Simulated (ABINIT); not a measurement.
# LiBH4 (F-43m): a self-consistent loop beyond G0W0, cycle by cycle, part 2 of 3

Aim: iterate the self-energy on LiBH4 (F-43m) and follow the gap from cycle to cycle.

ABINIT 10.8.3; PBEsol and many-body steps on it, plane waves. Known limits of the many-body steps: not at the basis limit; coarse k mesh.

So far. Step 5 (evGW0, cycle 1): Against G0W0 in ABINIT (4×4×4 mesh, 61 bands, screening to 130.6 eV, Godby-Needs plasmon pole), the gap moves by +0.524 eV. This first cycle still uses the starting levels; it takes the full correction, at all points of the mesh, and its linearised value is 8.439 eV. Step 6 (evGW0, cycle 2): Against the cycle before, the gap moves by −0.150 eV.

### Step 7. evGW0, cycle 3

Level of this step: evGW0 on PBEsol, plane waves, norm-conserving pseudopotentials (ABINIT).

Input file run.abi:

```
acell 3*1.0 Angstrom
rprim 
  0.000000000000 2.855319000000 2.855319000000
  2.855319000000 0.000000000000 2.855319000000
  2.855319000000 2.855319000000 -0.000000000000
ntypat 3
znucl 3 5 1
natom 6
typat 1 2 3 3 3 3
xred 
  0.000000000000 0.000000000000 0.000000000000
  0.500000000000 0.500000000000 0.500000000000
  0.376786667500 0.376786667500 0.376786667500
  0.869639997500 0.376786667500 0.376786667500
  0.376786667500 0.376786667500 0.869639997500
  0.376786667500 0.869639997500 0.376786667500
pp_dirpath "pseudos"
pseudos "Li.upf, B.upf, H.upf"
ecut 34
ngkpt 4 4 4
nshiftk 1
shiftk 0 0 0
kptopt 1
chksymbreak 0
istwfk *1
occopt 1
irdwfk 1
optdriver 4
nband 61
gwcalctyp 10
ecutsigx 34
symsigma 1
nkptgw 8
kptgw 
  0.0000000000 0.0000000000 0.0000000000
  0.2500000000 0.0000000000 0.0000000000
  0.5000000000 0.0000000000 0.0000000000
  0.2500000000 0.2500000000 0.0000000000
  0.5000000000 0.2500000000 0.0000000000
  -0.2500000000 0.2500000000 0.0000000000
  0.5000000000 0.5000000000 0.0000000000
  -0.2500000000 0.5000000000 0.2500000000
bdgw 
  1 13
  1 13
  1 13
  1 13
  1 13
  1 13
  1 13
  1 13
ecuteps 4.8
irdscr 1
ppmodel 1
irdqps 1
indata_prefix "in"
outdata_prefix "out"
tmpdata_prefix "tmp"
```

Started as:

```console
OMP_NUM_THREADS=1 mpirun -n 4 abinit run.abi > log
```

The program printed:

```text
.Version 10.8.3 of ABINIT. v10.8.2 released Aug 2026.

 Symmetries : space group F-4 3 m (#216); Bravais cF (face-center cubic)
[... echo of the input left out ...]
== DATASET  1 ==================================================================
-   mpi_nproc: 4, omp_nthreads: 1 (-1 if OMP is not activated)

--- !DatasetInfo
iteration_state: {dtset: 1, }
dimensions: {natom: 6, nkpt: 8, mband: 61, nsppol: 1, nspinor: 1, nspden: 1, mpw: 2996, }
cutoff_energies: {ecut:  34.0, pawecutdg:  -1.0, }
[...]
.  kptgw no:  3; Maximum DeltaE = (   0.020   0.000) for band index: 11
[...]
.  kptgw no:  7; Maximum DeltaE = (   0.040  -0.000) for band index: 11
.  kptgw no:  8; Maximum DeltaE = (   0.032  -0.002) for band index: 13

== END DATASET(S) ==============================================================
================================================================================

 -outvars: echo values of variables after computation  --------
           etotal      0.0000000000E+00
            nband          61
             nkpt           8
          spgroup         216
 [... the other variables as echoed above ...]

 Calculation completed.
```

Elapsed: 94 s, on 4 MPI ranks of Arm Neoverse N1, shared host; peak memory 1.1 GiB; 6.2 min of CPU time.

Numbers from this step:

| Quantity | Value |
| --- | --- |
| quasiparticle gap on the mesh | 8.833 eV |
| gap of the density functional on the mesh | 5.992 eV |
| k of the valence top | 0, 0, 0 |
| k of the conduction bottom | 0.5, 0.5, 0 |
| least direct quasiparticle gap on the computed points | 9.197 eV |

Against the cycle before, the gap moves by +0.005 eV.

### Step 8. Screening, 4×4×4 mesh, 61 bands, screening to 130.6 eV

This step: RPA screening on PBEsol, plane waves, norm-conserving pseudopotentials.

Input file run.abi:

```
acell 3*1.0 Angstrom
rprim 
  0.000000000000 2.855319000000 2.855319000000
  2.855319000000 0.000000000000 2.855319000000
  2.855319000000 2.855319000000 -0.000000000000
ntypat 3
znucl 3 5 1
natom 6
typat 1 2 3 3 3 3
xred 
  0.000000000000 0.000000000000 0.000000000000
  0.500000000000 0.500000000000 0.500000000000
  0.376786667500 0.376786667500 0.376786667500
  0.869639997500 0.376786667500 0.376786667500
  0.376786667500 0.376786667500 0.869639997500
  0.376786667500 0.869639997500 0.376786667500
pp_dirpath "pseudos"
pseudos "Li.upf, B.upf, H.upf"
ecut 34
ngkpt 4 4 4
nshiftk 1
shiftk 0 0 0
kptopt 1
chksymbreak 0
istwfk *1
occopt 1
irdwfk 1
optdriver 3
nband 61
ecuteps 4.8
inclvkb 2
awtr 1
symchi 1
gwcalctyp 10
mbpt_sciss 2.923 eV
nqptdm 1
qptdm 
  0 0 0
indata_prefix "in"
outdata_prefix "out"
tmpdata_prefix "tmp"
```

The program printed:

```text
.Version 10.8.3 of ABINIT. v10.8.2 released Aug 2026.

 Symmetries : space group F-4 3 m (#216); Bravais cF (face-center cubic)
[... echo of the input left out ...]
== DATASET  1 ==================================================================
-   mpi_nproc: 4, omp_nthreads: 1 (-1 if OMP is not activated)

--- !DatasetInfo
iteration_state: {dtset: 1, }
dimensions: {natom: 6, nkpt: 8, mband: 61, nsppol: 1, nspinor: 1, nspden: 1, mpw: 2996, }
cutoff_energies: {ecut:  34.0, pawecutdg:  -1.0, }
electrons: {nelect:   1.00000000E+01, charge:   0.00000000E+00, occopt:   1.00000000E+00, tsmear:   1.00000000E-02, }

 SCREENING: Calculation of the susceptibility and dielectric matrices

 Based on a program developped by R.W. Godby, V. Olevano, G. Onida, and L. Reining.
 Incorporated in ABINIT by V. Olevano, G.-M. Rignanese, and M. Torrent.
.Using double precision arithmetic ; gwpc =  8

[... cell and pseudopotentials left out ...]
--------------------------------------------------------------------------------

 ==== K-mesh for the wavefunctions ====
 Number of points in the irreducible wedge :     8
[... list of points left out ...]
 Together with 24 symmetry operations and time-reversal symmetry
 yields    64 points in the full Brillouin Zone.

 ==== Q-mesh for the screening function ====
 Number of points in the irreducible wedge :     8
[... list of points left out ...]
 Together with 24 symmetry operations and time-reversal symmetry
 yields    64 points in the full Brillouin Zone.

 setmesh: FFT mesh size selected  =    27x   27x   27
          total number of points  =        19683

 vcoul_init : cutoff-mode = AUXILIARY_FUNCTION
 q-points for optical limit:   1
     1)      0.000010    0.000020    0.000030

 Dielectric matrix will be calculated only for some
 selected q points provided by the user through the input variables
 nqptdm and qptdm

- screening: taking advantage of time-reversal symmetry
- Maximum band index for partially occupied states nbvw = 5
- Remaining bands to be divided among processors   nbcw = 56
- Number of bands treated by each node ~14

 rdqps: reading QP wavefunctions of the previous step
        looking for file in_QPS
 file not found, 1st iteration initialized with KS eigenelements

 screening : performing a first self-consistency
 update of the energies in W by a scissor operator
 applying a scissor operator of [eV] :   2.923

 Number of electrons calculated from density =   10.0000; Expected =   10.0000
 average of density, n =  0.031828
 r_s =    1.9575
 omega_plasma =   17.2092 [eV]

 calculating chi0 at frequencies [eV] :
  1    0.000000E+00    0.000000E+00
  2    0.000000E+00    1.720919E+01

--------------------------------------------------------------------------------
  q-point number  1        q = ( 0.000000, 0.000000, 0.000000) [r.l.u.]
--------------------------------------------------------------------------------
[... chi0 elements left out ...]
 For q-point:  0.000010 0.000020 0.000030
  dielectric constant =   2.4602
  dielectric constant without local fields =   2.7027

  Average fulfillment of the sum rule on Im[epsilon] for q-point    1 :     82.10  [%]
[... wings left out ...]
== END DATASET(S) ==============================================================
================================================================================

 -outvars: echo values of variables after computation  --------
           etotal      0.0000000000E+00
            nband          61
             nkpt           8
          spgroup         216
 [... the other variables as echoed above ...]

 Calculation completed.
```

Run time: 4.7 s. Hardware: 4 MPI ranks; peak memory 0.36 GiB.

This step gave:

| Property | Result |
| --- | --- |
| ε∞ with local fields, on this mesh, along the program's q direction | 2.460 |
| the same without local fields | 2.703 |
| plasma frequency | 17.21 eV |
| plane waves in the screening matrix | 169 |

This screening uses the functional's bands under a rigid shift, the mean opening of the cycle before.

### Step 9. Screening, 4×4×4 mesh, 61 bands, screening to 130.6 eV

This step: RPA screening on PBEsol from quasiparticle energies, plane waves, norm-conserving pseudopotentials.

run.abi: that of step 8 with these lines changed.

```diff
@@ -33,7 +33,13 @@
 symchi 1
+irdqps 1
 gwcalctyp 10
-mbpt_sciss 2.923 eV
-nqptdm 1
+nqptdm 7
 qptdm 
-  0 0 0
+  0.2500000000 0.0000000000 0.0000000000
+  0.5000000000 0.0000000000 0.0000000000
+  0.2500000000 0.2500000000 0.0000000000
+  0.5000000000 0.2500000000 0.0000000000
+  -0.2500000000 0.2500000000 0.0000000000
+  0.5000000000 0.5000000000 0.0000000000
+  -0.2500000000 0.5000000000 0.2500000000
 indata_prefix "in"
```

Input file mrgscr.stdin:

```
2
merged
q0_SCR
out_SCR
1
```

Started as:

```console
OMP_NUM_THREADS=1 mpirun -n 4 abinit run.abi > log; mrgscr < mrgscr.stdin
```

The program printed:

```text
.Version 10.8.3 of ABINIT. v10.8.2 released Aug 2026.

 Symmetries : space group F-4 3 m (#216); Bravais cF (face-center cubic)
[... echo of the input left out ...]
== DATASET  1 ==================================================================
-   mpi_nproc: 4, omp_nthreads: 1 (-1 if OMP is not activated)

--- !DatasetInfo
iteration_state: {dtset: 1, }
dimensions: {natom: 6, nkpt: 8, mband: 61, nsppol: 1, nspinor: 1, nspden: 1, mpw: 2996, }
cutoff_energies: {ecut:  34.0, pawecutdg:  -1.0, }
[...]
q-point number  1        q = ( 0.250000, 0.000000, 0.000000) [r.l.u.]
--------------------------------------------------------------------------------
[... chi0 elements left out ...]
  Average fulfillment of the sum rule on Im[epsilon] for q-point    2 :    102.45  [%]

--------------------------------------------------------------------------------
  q-point number  2        q = ( 0.500000, 0.000000, 0.000000) [r.l.u.]
--------------------------------------------------------------------------------
[... chi0 elements left out ...]
  Average fulfillment of the sum rule on Im[epsilon] for q-point    3 :     93.56  [%]

 [... 5 further q-points ...]
```

Wall time 13 s (4 MPI ranks); peak memory 0.49 GiB; 52 s of CPU time.

This step gave:

- plasma frequency: 17.21 eV
- plane waves in the screening matrix: 169

This screening reads the quasiparticle levels of the cycle before.

### Step 10. evGW, cycle 1

This step: evGW on PBEsol, plane waves, norm-conserving pseudopotentials.

run.abi: that of step 9 with these lines changed.

```diff
@@ -27,12 +27,10 @@
 irdwfk 1
-optdriver 3
+optdriver 4
 nband 61
-ecuteps 4.8
-inclvkb 2
-awtr 1
-symchi 1
-irdqps 1
 gwcalctyp 10
-nqptdm 7
-qptdm 
+ecutsigx 34
+symsigma 1
+nkptgw 8
+kptgw 
+  0.0000000000 0.0000000000 0.0000000000
   0.2500000000 0.0000000000 0.0000000000
@@ -44,2 +42,15 @@
   -0.2500000000 0.5000000000 0.2500000000
+bdgw 
+  1 13
+  1 13
+  1 13
+  1 13
+  1 13
+  1 13
+  1 13
+  1 13
+ecuteps 4.8
+irdscr 1
+ppmodel 1
+irdqps 1
 indata_prefix "in"
```

Started as:

```console
OMP_NUM_THREADS=1 mpirun -n 4 abinit run.abi > log
```

The program printed:

```text
.Version 10.8.3 of ABINIT. v10.8.2 released Aug 2026.

 Symmetries : space group F-4 3 m (#216); Bravais cF (face-center cubic)
[... echo of the input left out ...]
== DATASET  1 ==================================================================
-   mpi_nproc: 4, omp_nthreads: 1 (-1 if OMP is not activated)

--- !DatasetInfo
iteration_state: {dtset: 1, }
dimensions: {natom: 6, nkpt: 8, mband: 61, nsppol: 1, nspinor: 1, nspden: 1, mpw: 2996, }
cutoff_energies: {ecut:  34.0, pawecutdg:  -1.0, }
[...]
.  kptgw no:  3; Maximum DeltaE = (  -0.536  -0.000) for band index:  2
[...]
.  kptgw no:  7; Maximum DeltaE = (  -0.518   0.000) for band index:  2
.  kptgw no:  8; Maximum DeltaE = (  -0.511  -0.001) for band index:  2

== END DATASET(S) ==============================================================
================================================================================

 -outvars: echo values of variables after computation  --------
           etotal      0.0000000000E+00
            nband          61
             nkpt           8
          spgroup         216
 [... the other variables as echoed above ...]

 Calculation completed.
```

It took 94 s on 4 MPI ranks; peak memory 1.1 GiB.

Numbers from this step:

```
quasiparticle gap on the mesh                         : 9.409 eV
gap of the density functional on the mesh             : 5.992 eV
k of the valence top                                  : 0, 0, 0
k of the conduction bottom                            : 0.5, 0.5, 0
least direct quasiparticle gap on the computed points : 9.793 eV
```

Against G0W0 in ABINIT (4×4×4 mesh, 61 bands, screening to 130.6 eV, Godby-Needs plasmon pole), the gap moves by +0.955 eV.

### Step 11. Screening, 4×4×4 mesh, 61 bands, screening to 130.6 eV

This step: RPA screening on PBEsol, plane waves, norm-conserving pseudopotentials.

Input file run.abi:

```
acell 3*1.0 Angstrom
rprim 
  0.000000000000 2.855319000000 2.855319000000
  2.855319000000 0.000000000000 2.855319000000
  2.855319000000 2.855319000000 -0.000000000000
ntypat 3
znucl 3 5 1
natom 6
typat 1 2 3 3 3 3
xred 
  0.000000000000 0.000000000000 0.000000000000
  0.500000000000 0.500000000000 0.500000000000
  0.376786667500 0.376786667500 0.376786667500
  0.869639997500 0.376786667500 0.376786667500
  0.376786667500 0.376786667500 0.869639997500
  0.376786667500 0.869639997500 0.376786667500
pp_dirpath "pseudos"
pseudos "Li.upf, B.upf, H.upf"
ecut 34
ngkpt 4 4 4
nshiftk 1
shiftk 0 0 0
kptopt 1
chksymbreak 0
istwfk *1
occopt 1
irdwfk 1
optdriver 3
nband 61
ecuteps 4.8
inclvkb 2
awtr 1
symchi 1
gwcalctyp 10
mbpt_sciss 3.533 eV
nqptdm 1
qptdm 
  0 0 0
indata_prefix "in"
outdata_prefix "out"
tmpdata_prefix "tmp"
```

The program printed:

```text
.Version 10.8.3 of ABINIT. v10.8.2 released Aug 2026.

 Symmetries : space group F-4 3 m (#216); Bravais cF (face-center cubic)
[... echo of the input left out ...]
== DATASET  1 ==================================================================
-   mpi_nproc: 4, omp_nthreads: 1 (-1 if OMP is not activated)

--- !DatasetInfo
iteration_state: {dtset: 1, }
dimensions: {natom: 6, nkpt: 8, mband: 61, nsppol: 1, nspinor: 1, nspden: 1, mpw: 2996, }
cutoff_energies: {ecut:  34.0, pawecutdg:  -1.0, }
[...]
[... chi0 elements left out ...]
 For q-point:  0.000010 0.000020 0.000030
  dielectric constant =   2.3949
  dielectric constant without local fields =   2.6196

  Average fulfillment of the sum rule on Im[epsilon] for q-point    1 :     83.69  [%]
[... wings left out ...]
== END DATASET(S) ==============================================================
================================================================================

 -outvars: echo values of variables after computation  --------
           etotal      0.0000000000E+00
            nband          61
             nkpt           8
          spgroup         216
 [... the other variables as echoed above ...]

 Calculation completed.
```

The job ended after 4.6 s (4 MPI ranks; peak memory 0.36 GiB).

Numbers from this step:

| Quantity | Value |
| --- | --- |
| ε∞ with local fields, on this mesh, along the program's q direction | 2.395 |
| the same without local fields | 2.620 |
| plasma frequency | 17.21 eV |
| plane waves in the screening matrix | 169 |

This screening uses the functional's bands under a rigid shift, the mean opening of the cycle before.

### Step 12. Screening, 4×4×4 mesh, 61 bands, screening to 130.6 eV

This step: RPA screening on PBEsol from quasiparticle energies, plane waves, norm-conserving pseudopotentials.

run.abi: that of step 11 with these lines changed.

```diff
@@ -33,7 +33,13 @@
 symchi 1
+irdqps 1
 gwcalctyp 10
-mbpt_sciss 3.533 eV
-nqptdm 1
+nqptdm 7
 qptdm 
-  0 0 0
+  0.2500000000 0.0000000000 0.0000000000
+  0.5000000000 0.0000000000 0.0000000000
+  0.2500000000 0.2500000000 0.0000000000
+  0.5000000000 0.2500000000 0.0000000000
+  -0.2500000000 0.2500000000 0.0000000000
+  0.5000000000 0.5000000000 0.0000000000
+  -0.2500000000 0.5000000000 0.2500000000
 indata_prefix "in"
```

mrgscr.stdin is that of step 9.

Started as:

```console
OMP_NUM_THREADS=1 mpirun -n 4 abinit run.abi > log; mrgscr < mrgscr.stdin
```

The program printed:

```text
.Version 10.8.3 of ABINIT. v10.8.2 released Aug 2026.

 Symmetries : space group F-4 3 m (#216); Bravais cF (face-center cubic)
[... echo of the input left out ...]
== DATASET  1 ==================================================================
-   mpi_nproc: 4, omp_nthreads: 1 (-1 if OMP is not activated)

--- !DatasetInfo
iteration_state: {dtset: 1, }
dimensions: {natom: 6, nkpt: 8, mband: 61, nsppol: 1, nspinor: 1, nspden: 1, mpw: 2996, }
cutoff_energies: {ecut:  34.0, pawecutdg:  -1.0, }
[...]
q-point number  1        q = ( 0.250000, 0.000000, 0.000000) [r.l.u.]
--------------------------------------------------------------------------------
[... chi0 elements left out ...]
  Average fulfillment of the sum rule on Im[epsilon] for q-point    2 :    105.82  [%]

--------------------------------------------------------------------------------
  q-point number  2        q = ( 0.500000, 0.000000, 0.000000) [r.l.u.]
--------------------------------------------------------------------------------
[... chi0 elements left out ...]
  Average fulfillment of the sum rule on Im[epsilon] for q-point    3 :     96.02  [%]

 [... 5 further q-points ...]
```

The job ended after 13 s (4 MPI ranks; peak memory 0.49 GiB; 51 s of CPU time).

This step gave:

```yaml
plasma_frequency: 17.21 eV
plane_waves_in_the_screening_matrix: 169
```

This screening reads the quasiparticle levels of the cycle before.

### Step 13. evGW, cycle 2

This step: evGW on PBEsol, plane waves, norm-conserving pseudopotentials.

run.abi: that of step 12 with these lines changed.

```diff
@@ -27,12 +27,10 @@
 irdwfk 1
-optdriver 3
+optdriver 4
 nband 61
-ecuteps 4.8
-inclvkb 2
-awtr 1
-symchi 1
-irdqps 1
 gwcalctyp 10
-nqptdm 7
-qptdm 
+ecutsigx 34
+symsigma 1
+nkptgw 8
+kptgw 
+  0.0000000000 0.0000000000 0.0000000000
   0.2500000000 0.0000000000 0.0000000000
@@ -44,2 +42,15 @@
   -0.2500000000 0.5000000000 0.2500000000
+bdgw 
+  1 13
+  1 13
+  1 13
+  1 13
+  1 13
+  1 13
+  1 13
+  1 13
+ecuteps 4.8
+irdscr 1
+ppmodel 1
+irdqps 1
 indata_prefix "in"
```

Started as:

```console
OMP_NUM_THREADS=1 mpirun -n 4 abinit run.abi > log
```

The program printed:

```text
.Version 10.8.3 of ABINIT. v10.8.2 released Aug 2026.

 Symmetries : space group F-4 3 m (#216); Bravais cF (face-center cubic)
[... echo of the input left out ...]
== DATASET  1 ==================================================================
-   mpi_nproc: 4, omp_nthreads: 1 (-1 if OMP is not activated)

--- !DatasetInfo
iteration_state: {dtset: 1, }
dimensions: {natom: 6, nkpt: 8, mband: 61, nsppol: 1, nspinor: 1, nspden: 1, mpw: 2996, }
cutoff_energies: {ecut:  34.0, pawecutdg:  -1.0, }
[...]
.  kptgw no:  3; Maximum DeltaE = (  -0.067   0.001) for band index:  1
[...]
.  kptgw no:  7; Maximum DeltaE = (  -0.066   0.001) for band index:  1
.  kptgw no:  8; Maximum DeltaE = (  -0.067   0.000) for band index:  1

== END DATASET(S) ==============================================================
================================================================================

 -outvars: echo values of variables after computation  --------
           etotal      0.0000000000E+00
            nband          61
             nkpt           8
          spgroup         216
 [... the other variables as echoed above ...]

 Calculation completed.
```

It took 94 s on 4 MPI ranks; peak memory 1.1 GiB.

This step gave:

```
quasiparticle gap on the mesh                         : 9.496 eV
gap of the density functional on the mesh             : 5.992 eV
k of the valence top                                  : 0, 0, 0
k of the conduction bottom                            : 0.5, 0.5, 0
least direct quasiparticle gap on the computed points : 9.88 eV
```

Against the cycle before, the gap moves by +0.087 eV.

(Continued in part 3 of 3.)

[Paths, hosts, dates, memory and timing lines, banners, echoed tables and standing remarks are left out of the program output.]

[Logs are printed without paths, hosts, clocks, repeated set-up lines and the standing remarks that a program may print on its own settings, such as how far it seeks lower states.]

[Runs of the session that timed out or met a known fault of the program may be left out.]

[Hosts, paths, dates, database ids (printed as entryN), source tags and the programs' standing remarks are cut or masked in the printed files.]

[G0W0 gaps are taken among the corrected bands and points alone; a level outside them can change the order at an edge.]

[Where Ansatz stands beside ABINIT at settings called matched, ABINIT's density can come from a denser mesh and the files from another edition; pairs whose starting gaps differed by over 0.03 eV were left out, so agreement reads better than it is.]
